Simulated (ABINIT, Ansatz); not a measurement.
# In2O3 (R-3c): one start, several treatments of the self-energy

Aim: compare treatments of exchange, screening and correlation for the gap of In2O3 (R-3c).

Calculated with ABINIT 10.8.3; LDA and many-body steps on it, plane waves.

**What was measured.**

- Gap 3.08 eV: optical gap from linear extrapolation of the absorption edge; UV-visible absorption, Tauc-type extrapolation; powder (hydrothermally grown microspheres, annealed at 400 C) (“Fabrication and performance enhancement of an In2O3/BiVO4 heterojunction for N-butanol gas sensing applications”, 2024, pmc:11650617).

Most raw output is cut from this account.

## 1. The structure

Symmetry: R-3c, No. 167, trigonal system. The conventional cell has a = 5.487 Å, b = 5.487 Å, c = 14.510 Å, α = 90.00°, β = 90.00°, γ = 120.00°. Nearest to In lie 6 O at 2.12 to 2.26 Å. Nearest to O lie 4 In at 2.12 to 2.26 Å. Farther neighbours and most contacts between anions are not listed.

Coordinates:

```cif
data_structure
_symmetry_space_group_name_H-M 'P 1'
_symmetry_Int_Tables_number 1
_cell_length_a 5.7818
_cell_length_b 5.7818
_cell_length_c 5.7818
_cell_angle_alpha 56.655
_cell_angle_beta 56.655
_cell_angle_gamma 56.655
_cell_volume 126.11
loop_
_atom_site_label
_atom_site_type_symbol
_atom_site_fract_x
_atom_site_fract_y
_atom_site_fract_z
_atom_site_occupancy
In1 In 0.35731 0.35731 0.35731 1
In2 In 0.14269 0.14269 0.14269 1
In3 In 0.64269 0.64269 0.64269 1
In4 In 0.85731 0.85731 0.85731 1
O5 O 0.54800 0.95200 0.25000 1
O6 O 0.25000 0.54800 0.95200 1
O7 O 0.95200 0.25000 0.54800 1
O8 O 0.45200 0.04800 0.75000 1
O9 O 0.75000 0.45200 0.04800 1
O10 O 0.04800 0.75000 0.45200 1
```

The cell and positions come from the Crystallography Open Database and are kept as given unless a step says otherwise. This is not the form that In2O3 usually takes at ambient conditions.

## 2. Empty states on the mesh, 4×4×4 mesh, 249 bands

This step: ABINIT 10.8.3; DFT, LDA, plane waves, norm-conserving pseudopotentials.

The sums over transitions need many empty states on a uniform mesh; this step solves for them.

run.abi

```
acell 3*1.0 Angstrom
rprim 
  2.743499999981 1.583960463511 4.836666666700
  -2.743499999981 1.583960463511 4.836666666700
  -0.000000000000 -3.167920927022 4.836666666700
ntypat 2
znucl 49 8
natom 10
typat 1 1 1 1 2 2 2 2 2 2
xred 
  0.357310000000 0.357310000000 0.357310000000
  0.142690000000 0.142690000000 0.142690000000
  0.642690000000 0.642690000000 0.642690000000
  0.857310000000 0.857310000000 0.857310000000
  0.548000000000 0.952000000000 0.250000000000
  0.250000000000 0.548000000000 0.952000000000
  0.952000000000 0.250000000000 0.548000000000
  0.452000000000 0.048000000000 0.750000000000
  0.750000000000 0.452000000000 0.048000000000
  0.048000000000 0.750000000000 0.452000000000
pp_dirpath "pseudos"
pseudos "In.upf, O.upf"
ecut 42
ngkpt 4 4 4
nshiftk 1
shiftk 0 0 0
kptopt 1
chksymbreak 0
iscf -2
irdden 1
istwfk *1
nband 249
nbdbuf 22
tolwfr 1e-09
nstep 60
prtvol 0
indata_prefix "in"
outdata_prefix "out"
tmpdata_prefix "tmp"
```

Command:

```console
OMP_NUM_THREADS=1 mpirun -n 4 abinit run.abi > log
```

It took 11 min on 4 MPI ranks of Arm Neoverse V1, shared host; peak memory 0.96 GiB; 42 min of CPU time.

Numbers from this step:

* gap: 1.199 eV
* k of the valence top: 0.25, 0, 0
* k of the conduction bottom: 0, 0, 0
* least direct gap: 1.246 eV
* k points computed: 13
* lowest point of the top converged band, above the valence top: 63.2921 eV

On this mesh the gap is 1.199 eV.

The density comes from a self-consistent run that is not shown.

## 3. Screening, 4×4×4 mesh, 128 bands, screening to 98 eV

The RPA dielectric matrix is built and inverted for each q.

This step: RPA screening on LDA, plane waves, norm-conserving pseudopotentials.

Changes to run.abi since step 2:

```diff
@@ -28,10 +28,11 @@
 chksymbreak 0
-iscf -2
-irdden 1
 istwfk *1
-nband 249
-nbdbuf 22
-tolwfr 1e-09
-nstep 60
-prtvol 0
+occopt 1
+irdwfk 1
+optdriver 3
+nband 128
+ecuteps 3.6
+inclvkb 2
+awtr 1
+symchi 1
 indata_prefix "in"
```

Run time: 25 min. Hardware: 4 MPI ranks; peak memory 8.2 GiB.

This step gave:

| Property | Result |
| --- | --- |
| ε∞ with local fields, on this mesh, along the program's q direction | 5.056 |
| the same without local fields | 5.240 |
| plasma frequency | 36.22 eV |
| plane waves in the screening matrix | 277 |

Local fields lower ε∞ by 4 %.

## 4. G0W0, Godby-Needs plasmon pole

The self-energy is evaluated for the states that the input lists, and the levels follow from it, in one-shot runs by the linearised quasiparticle equation.

This step: G0W0 on LDA, plane waves, norm-conserving pseudopotentials.

Changes to run.abi since step 3:

```diff
@@ -31,8 +31,17 @@
 irdwfk 1
-optdriver 3
+optdriver 4
 nband 128
+gwcalctyp 0
+ecutsigx 42
+symsigma 1
+nkptgw 2
+kptgw 
+  0.2500000000 0.0000000000 0.0000000000
+  0.0000000000 0.0000000000 0.0000000000
+bdgw 
+  59 62
+  59 62
 ecuteps 3.6
-inclvkb 2
-awtr 1
-symchi 1
+irdscr 1
+ppmodel 1
 indata_prefix "in"
```

Wall time 54 s (4 MPI ranks); peak memory 4.5 GiB.

This step gave:

```yaml
g0w0_gap_on_the_points_computed: 2.674 eV
starting_gap_on_the_mesh: 1.199 eV
k_of_the_valence_top: 0.25, 0, 0
k_of_the_conduction_bottom: 0, 0, 0
z_at_the_valence_top: 0.781
z_at_the_conduction_bottom: 0.841
least_direct_g0w0_gap_on_the_computed_points: 2.7 eV
```

The gap on the mesh goes from 1.20 eV to 2.67 eV, a correction of +1.47 eV.

## 5. G0W0, von der Linden-Horsch plasmon pole

Changes to run.abi since step 4:

```diff
@@ -45,3 +45,3 @@
 irdscr 1
-ppmodel 1
+ppmodel 3
 indata_prefix "in"
```

The job ended after 35 s (4 MPI ranks; peak memory 4.4 GiB).

Numbers from this step:

| Quantity | Value |
| --- | --- |
| G0W0 gap on the points computed | 2.594 eV |
| starting gap on the mesh | 1.199 eV |
| k of the valence top | 0, 0, 0 |
| k of the conduction bottom | 0, 0, 0 |
| Z at the valence top | 0.855 |
| Z at the conduction bottom | 0.897 |
| least direct G0W0 gap on the computed points | 2.594 eV |

Against G0W0 in ABINIT (4×4×4 mesh, 128 bands, screening to 98 eV, Godby-Needs plasmon pole), the gap moves by −0.080 eV.

## 6. G0W0, Engel-Farid plasmon pole

Changes to run.abi since step 5:

```diff
@@ -45,3 +45,3 @@
 irdscr 1
-ppmodel 3
+ppmodel 4
 indata_prefix "in"
```

It took 35 s on 4 MPI ranks; peak memory 4.4 GiB.

This step gave:

```
G0W0 gap on the points computed              : 2.588 eV
starting gap on the mesh                     : 1.199 eV
k of the valence top                         : 0.25, 0, 0
k of the conduction bottom                   : 0, 0, 0
least direct G0W0 gap on the computed points : 2.597 eV
```

Against G0W0 in ABINIT (4×4×4 mesh, 128 bands, screening to 98 eV, Godby-Needs plasmon pole), the gap moves by −0.086 eV.

## 7. One-shot Hartree-Fock

This step: one-shot Hartree-Fock on LDA, plane waves, norm-conserving pseudopotentials.

Changes to run.abi since step 6:

```diff
@@ -32,4 +32,4 @@
 optdriver 4
-nband 128
-gwcalctyp 0
+nband 64
+gwcalctyp 5
 ecutsigx 42
@@ -43,5 +43,4 @@
   59 62
-ecuteps 3.6
-irdscr 1
-ppmodel 4
+ixc_sigma 40
+fftgw 31
 indata_prefix "in"
```

Wall time 15 s (4 MPI ranks); peak memory 4 GiB; 59 s of CPU time.

Numbers from this step:

```
quasiparticle gap on the points computed              : 10.18 eV
starting gap on the mesh                              : 1.199 eV
k of the valence top                                  : 0, 0, 0
k of the conduction bottom                            : 0, 0, 0
least direct quasiparticle gap on the computed points : 10.18 eV
```

Against G0W0 in ABINIT (4×4×4 mesh, 128 bands, screening to 98 eV, Godby-Needs plasmon pole), the gap moves by +7.505 eV.

## 8. The runs together

Times are wall times on 4 MPI ranks of Arm Neoverse V1, shared host, good to a factor of about two. A run's time includes the screening step that it read.

```csv
run,mesh,bands,screening cutoff (eV),DFT gap (eV),gap on the mesh (eV),direct (eV),ε∞ used,time
"G0W0, Godby-Needs plasmon pole",4×4×4,128,98,1.199,2.674,2.700,5.06,26 min
"G0W0, von der Linden-Horsch plasmon pole",4×4×4,128,98,1.199,2.594,2.594,5.06,25 min
"G0W0, Engel-Farid plasmon pole",4×4×4,128,98,1.199,2.588,2.597,5.06,25 min
one-shot Hartree-Fock,4×4×4,-,-,1.199,10.179,10.179,-,15 s
```

## 9. Results

```yaml
g0w0_godby_needs_plasmon_pole: 2.674 eV
g0w0_von_der_linden_horsch_plasmon_pole: 2.594 eV
g0w0_engel_farid_plasmon_pole: 2.588 eV
one_shot_hartree_fock: 10.179 eV
known_limits: not at the basis limit; no spin-orbit coupling
```

In words: G0W0, von der Linden-Horsch plasmon pole: −0.080 eV against G0W0, Godby-Needs plasmon pole. G0W0, Engel-Farid plasmon pole: −0.086 eV against G0W0, Godby-Needs plasmon pole. One-shot Hartree-Fock: +7.505 eV against G0W0, Godby-Needs plasmon pole. Bare exchange alone opens the gap to 10.18 eV; against G0W0, correlation takes back 7.51 eV. Against experiment, by G0W0, Godby-Needs plasmon pole: the gap of 2.67 eV lies −0.41 eV from the measured 3.08 eV (optical, 2024). An exciton line or allowed optical edge lies below the quasiparticle gap by the binding energy; a forbidden edge can push the onset above it. These are gaps on the mesh, at modest bands and cutoff. The calculation has static nuclei and no excitons; a measured gap holds zero-point and thermal motion, which mostly lowers it. Against the values above the computed gap that would widen the miss. An edge that is forbidden or weak in absorption could explain it, and so could too strong a screening: the start's gap is only 1.20 eV, and one shot does not repair that. Bands and cutoff are finite, so the gap is not at the basis limit. The miss can reach some tenths of an eV and take either sign; the mesh is an error of its own. In the G0W0 runs levels were corrected at 2 k points alone, so a gap called «on the mesh» is the least over those, and an edge elsewhere would be missed. The many-body steps are scalar-relativistic: spin-orbit coupling is not in them.

[Paths, hosts, dates, memory and timing lines, banners, echoed tables and standing remarks are left out of the program output.]

[Logs are printed without paths, hosts, clocks, repeated set-up lines and the standing remarks that a program may print on its own settings, such as how far it seeks lower states.]

[Runs of the session that timed out or met a known fault of the program may be left out.]

[Hosts, paths, dates, database ids (printed as entryN), source tags and the programs' standing remarks are cut or masked in the printed files.]

[G0W0 gaps are taken among the corrected bands and points alone; a level outside them can change the order at an edge.]

[Where Ansatz stands beside ABINIT at settings called matched, ABINIT's density can come from a denser mesh and the files from another edition; pairs whose starting gaps differed by over 0.03 eV were left out, so agreement reads better than it is.]
